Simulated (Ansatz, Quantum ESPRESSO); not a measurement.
# Ta (Im-3m): phonons and their coupling to the electrons, part 4 of 4

How strong is the electron-phonon coupling in Ta (Im-3m)?

Quantum ESPRESSO 7.5; DFT PBE, scalar-relativistic, plane waves, PseudoDojo norm-conserving pseudopotentials.

So far, electron-phonon coupling constant: step 10 (sums over the zone) 0.990. Also logarithmic mean frequency weighted by the coupling (K): step 10 137.

## (11) A second program

A second program on the same cell, potentials, cutoff and meshes tests the implementation of the phonon response, not its convergence. Its couplings are summed in its own way. Its k mesh is centred on Γ.

This step: DFT PBE, scalar-relativistic, plane waves, PseudoDojo norm-conserving pseudopotentials (Ansatz 0.2.0).

input.yaml

```yaml
crystal:
  lattice:
    - [1.659832312, 1.659832312, 1.659832312]
    - [-1.659832312, 1.659832312, 1.659832312]
    - [-1.659832312, -1.659832312, 1.659832312]
  atoms:
    - { symbol: Ta, position: [0.0, 0.0, 0.0] }
kpoints:
  mp_grid: { grid: [16, 16, 16] }
hamiltonian:
  xc: pbe
  pseudopotentials: { kind: nc, accuracy: standard }
scf:
  occupations: { method: gaussian, width: 0.27211 }
output:
  eigenvalues: true
basis:
  ecutwfc: 789.13
phonons:
  method: dfpt
  qmesh: [4, 4, 4]
  temperatures: { t_max: 1000, t_step: 50 }
  qpath:
    path:
      - [[0.0, 0.0, 0.0], [0.5, 0.5, -0.5], [0.5, 0.0, -0.5], [0.0, 0.0, 0.0], [0.75, 0.25, -0.25], [0.5, 0.5, -0.5]]
      - [[0.75, 0.25, -0.25], [0.5, 0.0, -0.5]]
    npoints: 12
  electrical_resistivity: { temperatures: [77, 300], mesh: [32, 32, 32] }
```

Started as:

```sh
> ansatz run input.yaml --threads 4 --pin off --max-ram 8192MiB --backend cpu --events-out ev --progress --plain --runs-dir out
```

Numbers of over 12 decimals in the logs are rounded to 6 here.

The program printed:

```text
Warning: basis.ecutwfc = 789.13 eV is below the records' recommended 789.130201 eV, and the density's cutoff is lower with it unless basis.ecutrho_ratio is high enough to keep the records' density cutoff: compare with a run at a higher cutoff
Engine: ansatz 0.2.0, aarch64-unknown-linux-gnu
Pseudopotentials: kind: nc
Pseudopotential: Ta, nc, valence charge 13, recommended cutoff 789.130201 eV (normal), Ta.nc.azcp (PseudoDojo's, or run here from an input of PseudoDojo's; its table is named by hamiltonian.pseudopotentials.accuracy)
Functional definition: PBE
  parameter kappa = 0.804
  parameter beta = 0.066725
  exchange = pbe_x(kappa = kappa, mu = beta*pi^2/3)
  correlation = pbe_c(beta = beta)
Crystal: 1 atoms, lattice volume = 18.292 Å³
Basis set: ecut = 789.13 eV, 935 PW (Γ), exchange–correlation on 54×54×54 points (8 copies of the dense FFT grid, shifted against one another)
Bands: 11, of which v1, the nominal top of the filled ones, is band 7 counted from 1 (6 counted from 0)
Symmetry: 48 space group operations
k-points: 145 of 4096
Non-local potential: Ta, projectors of the file, l = 0: 2, l = 1: 2, l = 2: 2, l = 3: 2
Initial density: superposition of atomic densities (chi_scale 0.1, normalization cell)
Initial wavefunctions: pseudopotential atomic-orbital guess
Functional: x = pbe(κ = 0.804, μ = 0.219515), c = pbe(β = 0.066725)
SCF iter   1: F=—  HF=-1771.703199 eV  |F-HF|=—  |Δ(HF+E_count)|=         —  Δρ=4.17e-2  dr2=3.41e-1  ethr=3.10e-3  ⟨swp⟩=5.9  Hψ=10623  notcnv=0
preconditioner: auto → none  [metal: Δε(μ)=0.018 eV  Ē_g=8.378 eV  σ=0.272 eV  W_gap=0.04  n_scr=0 (ndim 8)  ℏωp=19.4 eV  f_vac=0.000  D(μ)=1.29/eV (n_scr^D=12)]
SCF iter   2: F=—  HF=-1771.585592 eV  |F-HF|=—  |Δ(HF+E_count)|=   1.18e-1  Δρ=1.52e-2  dr2=2.36e-2  ethr=2.62e-3  ⟨swp⟩=2.6  Hψ=3786  notcnv=0  defer=16
SCF iter   3: F=—  HF=-1771.583142 eV  |F-HF|=—  |Δ(HF+E_count)|=   2.45e-3  Δρ=4.30e-3  dr2=1.18e-3  ethr=1.81e-4  ⟨swp⟩=2.6  Hψ=2351  notcnv=0  defer=16
SCF iter   4: F=—  HF=-1771.583440 eV  |F-HF|=—  |Δ(HF+E_count)|=   2.97e-4  Δρ=3.52e-4  dr2=8.52e-6  ethr=9.05e-6  ⟨swp⟩=1.2  Hψ=1701  notcnv=0  defer=16
SCF iter   5: F=—  HF=-1771.583443 eV  |F-HF|=—  |Δ(HF+E_count)|=   2.93e-6  Δρ=4.90e-5  dr2=5.51e-8  ethr=6.55e-8  ⟨swp⟩=2.2  Hψ=2597  notcnv=0  defer=16
SCF iter   6: F=—  HF=-1771.583443 eV  |F-HF|=—  |Δ(HF+E_count)|=   7.82e-7  Δρ=2.60e-5  dr2=1.80e-8  ethr=4.24e-10  ⟨swp⟩=2.5  Hψ=2796  notcnv=0  defer=16
SCF iter   7: F=—  HF=-1771.583443 eV  |F-HF|=—  |Δ(HF+E_count)|=   7.02e-9  Δρ=8.21e-6  dr2=1.82e-9  ethr=1.38e-10  ⟨swp⟩=2.2  Hψ=2089  notcnv=0  defer=16
SCF iter   8: F=—  HF=-1771.583443 eV  |F-HF|=—  |Δ(HF+E_count)|=  9.73e-10  Δρ=1.35e-6  dr2=5.88e-11  ethr=1.40e-11  ⟨swp⟩=2.2  Hψ=2080  notcnv=0  defer=16
SCF iter   9: F=-1771.583443 eV  HF=-1771.583443 eV  |F-HF|=0.00e0  |Δ(HF+E_count)|=  2.16e-11  Δρ=1.13e-7  dr2=4.80e-13  ethr=1.00e-12  ⟨swp⟩=7.5  Hψ=8661  notcnv=0
SCF 1 converged in 9 iterations: F = -1771.583443 eV  dr2 = 4.80e-13
NSCF: frozen V_eff on 145 k-points
WARN: eigensolver did not converge in 21 slots of this pass, the one above among them; of largest residual over every band (k=1): 1 band(s) unlocked (lowest unlocked band 10, counted from 0; max residual 1.25e-2 eV among the unlocked bands, 1.25e-2 eV over every band); of lowest unlocked band (k=1): band 10
NSCF: frozen V_eff on 349 k-points
DFPT response loops at q = (0, 0, 0) (fractional): preconditioner auto → Kerker (q_TF=auto, 2.577 Å⁻¹) (partly filled bands, converged f_vac=0.000); β = 1.00, the filter's whole step (`scf.mixing.beta` (0.50) is not read by the response loops under this deck's `scf.mixing.preconditioner`; to damp them name `kerker` or `kerker_dos`, under which they read `scf.mixing.beta`, and type it under 1.00, their step now; both keys bind the ground state too); Broyden in place of MSR1
NSCF: frozen V_eff on 4352 k-points
DFPT response loops at q = (0, 0, 0.25) (fractional): mixed as the last ones told, above
NSCF: frozen V_eff on 2196 k-points
DFPT response loops at q = (0, 0, -0.5) (fractional): mixed as the last ones told, above
NSCF: frozen V_eff on 8192 k-points
DFPT response loops at q = (0, 0.25, -0.5) (fractional): mixed as the last ones told, above
NSCF: frozen V_eff on 2320 k-points
DFPT response loops at q = (0.25, 0.25, 0.25) (fractional): mixed as the last ones told, above
NSCF: frozen V_eff on 4352 k-points
DFPT response loops at q = (0.25, 0.25, -0.5) (fractional): mixed as the last ones told, above
NSCF: frozen V_eff on 1178 k-points
DFPT response loops at q = (0.25, -0.25, 0.25) (fractional): mixed as the last ones told, above
NSCF: frozen V_eff on 698 k-points
DFPT response loops at q = (-0.5, -0.5, -0.5) (fractional): mixed as the last ones told, above
SCF iter   1: F=—  HF=-1771.703199 eV  |F-HF|=—  |Δ(HF+E_count)|=         —  Δρ=4.17e-2  dr2=3.41e-1  ethr=3.10e-3  ⟨swp⟩=5.9  Hψ=10623  notcnv=0
SCF iter   2: F=—  HF=-1771.585592 eV  |F-HF|=—  |Δ(HF+E_count)|=   1.18e-1  Δρ=1.52e-2  dr2=2.36e-2  ethr=2.62e-3  ⟨swp⟩=2.6  Hψ=3786  notcnv=0  defer=16
SCF iter   3: F=—  HF=-1771.583142 eV  |F-HF|=—  |Δ(HF+E_count)|=   2.45e-3  Δρ=4.30e-3  dr2=1.18e-3  ethr=1.81e-4  ⟨swp⟩=2.6  Hψ=2351  notcnv=0  defer=16
SCF iter   4: F=—  HF=-1771.583440 eV  |F-HF|=—  |Δ(HF+E_count)|=   2.97e-4  Δρ=3.52e-4  dr2=8.52e-6  ethr=9.05e-6  ⟨swp⟩=1.2  Hψ=1701  notcnv=0  defer=16
SCF iter   5: F=—  HF=-1771.583443 eV  |F-HF|=—  |Δ(HF+E_count)|=   2.93e-6  Δρ=4.90e-5  dr2=5.51e-8  ethr=6.55e-8  ⟨swp⟩=2.2  Hψ=2597  notcnv=0  defer=16
SCF iter   6: F=—  HF=-1771.583443 eV  |F-HF|=—  |Δ(HF+E_count)|=   7.82e-7  Δρ=2.60e-5  dr2=1.80e-8  ethr=4.24e-10  ⟨swp⟩=2.5  Hψ=2796  notcnv=0  defer=16
SCF iter   7: F=—  HF=-1771.583443 eV  |F-HF|=—  |Δ(HF+E_count)|=   7.02e-9  Δρ=8.21e-6  dr2=1.82e-9  ethr=1.38e-10  ⟨swp⟩=2.2  Hψ=2089  notcnv=0  defer=16
SCF iter   8: F=—  HF=-1771.583443 eV  |F-HF|=—  |Δ(HF+E_count)|=  9.73e-10  Δρ=1.35e-6  dr2=5.88e-11  ethr=1.40e-11  ⟨swp⟩=2.2  Hψ=2080  notcnv=0  defer=16
SCF iter   9: F=-1771.583443 eV  HF=-1771.583443 eV  |F-HF|=0.00e0  |Δ(HF+E_count)|=  2.18e-11  Δρ=1.16e-7  dr2=4.89e-13  ethr=1.00e-12  ⟨swp⟩=3.0  Hψ=4052  notcnv=0
SCF 2 converged in 9 iterations: F = -1771.583443 eV  dr2 = 4.89e-13
NSCF: frozen V_eff on 145 k-points
NSCF: frozen V_eff on 897 k-points
SCF converged after 9 iterations
Free energy (F): -1771.583443 eV
Harris-Foulkes:  -1771.583443 eV  (|F-HF|=0.00e0)
Internal energy: -1771.531676 eV  (E = F + TS)
E sigma→0 (E₀):  -1771.557560 eV
Entropy (-TS):   -0.051767 eV (-51.767 meV/atom)
Fermi energy:    18.141077 eV
--- Per-component energies (eV) ---
  E_band       = -110.404717
  E_kinetic    = 466.231148
  E_local      = -829.385231  (includes V_loc(G=0)·N_el)
  E_nonlocal   = 126.462222
  E_hartree    = 201.785179
  E_xc         = -402.722102
  E_vxc        = -277.283224  (∫ρ·V_xc dr)
  E_ewald      = -1333.902891
  E_smearing   = -0.051767  (= −TS)
  E_closure    = 0.000000  (closes the sum)
  Σ components = -1771.583443   (vs F -1771.583443, Δ=0.00e0)
--- Band table (eV; the first three rows and the last of 145) ---
  k-point 0: bands = [... 3 lower, -14.9851, 10.2804, 18.8678, 18.8678, 18.8678, 22.0897, 22.0897, 32.6664]
  k-point 1: bands = [... 3 lower, -14.9853, 10.4512, 18.7562, 18.8352, 19.0351, 21.9080, 22.0896, 32.8202]
  k-point 2: bands = [... 3 lower, -14.9860, 10.9422, 18.4556, 18.6908, 19.5308, 21.5644, 22.1015, 33.1853]
  k-point 144: bands = [... 3 lower, -15.7652, 14.4254, 14.4254, 24.8489, 24.8489, 24.8489, 26.5801, 26.5801]
--- Phonons (Γ-DFPT): 1 representative perturbation + reference (Σ response iterations 4) ---
  ASR residual: 9.420e-5 → 0.000e0 eV/Å²; symmetrization residual: 4.183e-20 eV/Å²
  ASR residual per site (eV/Å²): 9.42e-5
  Γ frequencies (cm⁻¹): 0.00 0.00 0.00
--- Phonons (arbitrary-q DFPT): 8 irreducible q on the 4×4×4 mesh ---
  q = [0.0000, 0.0000, 0.0000] (star 1, of the zone-centre solve; hermiticity 3.35e-26, symmetrization 5.75e-16): -0.00 -0.00 0.00
  q = [0.0000, 0.0000, 0.2500] (star 12, 2 solved perturbations in 3336 linear systems a pass and spin channel, the states on 2176 of 4096 k-point pairs; hermiticity 4.34e-13, symmetrization 1.59e-13, the responses' own estimated error 9.3e-8 eV/Å²): 58.07 77.12 113.35
  q = [0.0000, 0.0000, -0.5000] (star 6, 2 solved perturbations in 1719 linear systems a pass and spin channel, the states on 1098 of 4096 k-point pairs; hermiticity 5.18e-14, symmetrization 2.38e-14, the responses' own estimated error 9.8e-8 eV/Å²): 87.17 136.85 142.98
  q = [0.0000, 0.2500, -0.5000] (star 24, 2 solved perturbations in 6272 linear systems a pass and spin channel, the states on 4096 of 4096 k-point pairs; hermiticity 1.36e-11, symmetrization 6.31e-14, the responses' own estimated error 8.0e-8 eV/Å²): 90.64 103.21 146.36
  q = [0.2500, 0.2500, 0.2500] (star 6, 2 solved perturbations in 1808 linear systems a pass and spin channel, the states on 1160 of 4096 k-point pairs; hermiticity 4.60e-14, symmetrization 1.02e-13, the responses' own estimated error 9.1e-8 eV/Å²): 106.64 106.64 139.95
  q = [0.2500, 0.2500, -0.5000] (star 12, 2 solved perturbations in 3336 linear systems a pass and spin channel, the states on 2176 of 4096 k-point pairs; hermiticity 1.27e-14, symmetrization 2.93e-14, the responses' own estimated error 8.6e-8 eV/Å²): 112.29 141.19 152.90
  q = [0.2500, -0.2500, 0.2500] (star 2, 1 solved perturbation on 589 of 4096 k-point pairs; hermiticity 2.60e-14, symmetrization 2.39e-13, the responses' own estimated error 7.6e-8 eV/Å²): 119.78 119.78 119.78
  q = [-0.5000, -0.5000, -0.5000] (star 1, 1 solved perturbation on 349 of 4096 k-point pairs; hermiticity 1.71e-14, symmetrization 2.10e-13, the responses' own estimated error 8.0e-8 eV/Å²): 161.69 161.69 161.69
  sum rule: each row above includes the acoustic sum rule's correction from the zone centre's row sums; it moved no ω² by more than (0.38 cm⁻¹)²
  mesh force constants: q→R imaginary residual 0.00e0; ASR residual 9.420e-5 → 0.000e0 eV/Å²; symmetrization residual 5.329e-15 eV/Å²
  interpolated dispersion: 74 rows × 3 modes
  density of states and harmonic sums: on the 28×28×28 q-mesh, interpolated from the force constants of a 4×4×4 supercell (no non-analytic term)
  largest difference from the sums on the solved wave vectors: F 1.57e-2 eV, S 1.98e-5 and C_V 4.30e-6 eV/K
  zero-point energy: 0.020884 eV/cell   skipped modes (ω ≤ 0): 3   left out of the sums: 4.56e-5 of the cell's modes: C_V's classical limit lies that fraction below 3 k_B per atom; for a crystal, a wire or a layer, F and S can be off by more, and a phonons.interpolated_qmesh denser along its periods is the remedy for the sampling
--- Electrical resistivity: potentials and phonons of a 4×4×4 supercell ---
  scattering by harmonic phonons alone, with no dipole-dipole term; scattering by other electrons, impurities, surfaces and spin disorder is left out, and so is spin–orbit coupling
  the resistivity is that of a variational response, whose dependence on the energy is improved iteratively
  at the Fermi level of each mesh (of a tensor a third of its trace):
           mesh   spin    states/(eV spin)  plasma energy (eV)         λ      λ_tr    ħω_log (meV)
       32×32×32                     0.6524              8.6748    0.9079    0.8678          12.378
       16×16×16                     0.6647              8.6723    0.9253    0.8904          12.432
          8×8×8                     0.7114              8.6562    0.9855    0.9639          12.491
  resistivity on the deck's mesh, µΩ·cm:
     T (K)       trace/3  mesh converged            xx            yy            zz    lowest order   relaxation time
     77.00      2.3633e0              no      2.3633e0      2.3633e0      2.3633e0        2.5631e0          2.4994e0
    300.00      1.3234e1              no      1.3234e1      1.3234e1      1.3234e1        1.3721e1          1.3993e1
  mean free path at 77 K (of a tensor a third of its trace): 21.1 nm by what each carries, 18.3 by the Fermi surface alone
  Hall coefficient in a weak field at 77 K (a third of the trace): 9.812e-11 m³/C (as a tensor it moves by 0.7 % between the two finest meshes); by each state's relaxation time: 9.714e-11 m³/C; by a constant relaxation time: 7.798e-11 m³/C
  mean free path at 300 K (of a tensor a third of its trace): 3.64 nm by what each carries, 3.27 by the Fermi surface alone
  Hall coefficient in a weak field at 300 K (a third of the trace): 9.931e-11 m³/C (as a tensor it moves by 0.8 % between the two finest meshes); by each state's relaxation time: 9.629e-11 m³/C; by a constant relaxation time: 7.749e-11 m³/C
  the resistivity times a path that all electrons share, by the Fermi surface of the deck's mesh alone (a third of the trace): 4.327e-16 Ω·m²
  not converged in the mesh (λ; λ_tr; the resistivity at 77 K by 2.42 %; the resistivity at 300 K by 2.60 %): between neighbouring meshes, the two finest first, λ moves by 1.92 % and 6.50 %, λ_tr by 2.61 % and 8.25 % and the resistivity by up to 2.60 % and 8.23 %; an estimate, no bound, puts it up to 9.3e-7 % above the Boltzmann equation's exact value after up to 3 iterations (at most 30 are made, fewer where the estimate is under 1.0e-6 % of each spin channel's own resistivity)
  vibrations of 64 cells: unjudged by the run; compare a larger repeat
  the changes of the potential over all sites missed a rigid shift's by 0.00 % (the site terms' by 0.00 %)
  at the force constants' own smearing the fine mesh and the k-points of their solves give squared frequencies that differ by 2.7 % of the larger at the most, at (0.25, -0.25, 0.25)
```

Wall time 4.8 min (4 threads of Arm Neoverse V1, shared host); peak memory 4.1 GiB; 19 min of CPU time.

This step gave:

| Item | Value |
| --- | --- |
| sum-rule residual before enforcement | 9.42e-5 eV/Å² |
| electron-phonon coupling constant | 0.9079 |
| logarithmic mean frequency weighted by the coupling | 143.6 K |
| vibrational entropy at 300 K | 41.95 J/(mol atoms K) |

The alpha^2 F has structure finer than the step of the table below, so its rows give means over 1 meV, whole bins alone (the curve runs from 0.039 to 20.1 meV). Peaks (meV: height): 11.5: 0.937, 17.1: 1.45, 17.5: 1.95.

Table of alpha^2 F by phonon energy; means over each step:

phonon energy (meV), alpha^2 F and a bar:
```
        1       0.00 
        2       0.00 
        3       0.01 
        4       0.02 #
        5       0.04 #
        6       0.07 ##
        7       0.10 ###
        8       0.13 ####
        9       0.16 #####
       10       0.22 ######
       11       0.58 #################
       12       0.58 #################
       13       0.42 ############
       14       0.43 #############
       15       0.43 ############
       16       0.48 ##############
       17       1.04 ##############################
       18       1.02 #############################
       19       0.16 #####
```

## (12) The two compared: QE PseudoDojo and Ansatz, PseudoDojo

Numbers from this step:

```yaml
root_mean_square_difference: 0.01 cm⁻¹
largest_difference: 0.02 cm⁻¹
root_mean_square_difference_on_the_path: 0 cm⁻¹
largest_difference_on_the_path: 0.1 cm⁻¹
```

The two runs side by side. Further quantities:

| quantity | QE PseudoDojo | Ansatz, PseudoDojo |
| --- | --- | --- |
| λ | 0.99 | 0.908 |
| ω_log (K) | 137.4 | 143.6 |

The interpolated bands of the two lie on top of each other.

At the solved wavevectors the largest difference (acoustic modes at Γ apart) is 0.01 % of the highest mode; λ differs by 9.0 %.

## (13) Summary of results

```
space group after relaxation                                       : Im-3m
volume per atom                                                    : 18.3 Å³
q mesh                                                             : 4×4×4
lowest mode on the q mesh (acoustic ones at the zone centre apart) : 58.1 cm⁻¹
zero-point energy per atom                                         : 20.9 meV
heat capacity at 300 K                                             : 24.3 J/(mol atoms K)
vibrational entropy at 300 K                                       : 41.9 J/(mol atoms K)
coupling constant for broadenings of 0.01 to 0.04 Ry               : 0.90 to 0.99
logarithmic mean frequency over the same range                     : 136 to 137 K
imaginary modes on the q mesh                                      : none
largest difference from Ansatz, PseudoDojo                         : 0.02 cm⁻¹
```

In words: λ is about 0.96 and holds within 15 % over the middle broadenings, a moderate coupling. λ is 0.99 by Gaussian broadening on the dense mesh and 0.91 by Ansatz's sums without a broadening; neither is converged in the meshes. Ta (Im-3m) is dynamically stable on the 4×4×4 mesh; its spectrum reaches 162 cm⁻¹. QE PseudoDojo and Ansatz, PseudoDojo agree to 0.02 cm⁻¹ (0.01 % of the highest mode compared) on all solved modes but the acoustic ones at Γ. These are harmonic frequencies at zero temperature: anharmonic shifts and linewidths and thermal expansion are left out. Spin-orbit coupling is left out, which can matter for the heavy elements here. In a metal the frequencies hang on the k mesh and the smearing, most of all near Kohn anomalies.

[Host names and launcher messages were left out of these logs when they were recorded.]

[Logs are printed without paths, hosts, clocks, repeated set-up lines and the standing remarks that a program may print on its own settings, such as how far it seeks lower states.]

[Hosts, paths, dates, database ids (printed as entryN), source tags and the programs' standing remarks are cut or masked in the printed files.]
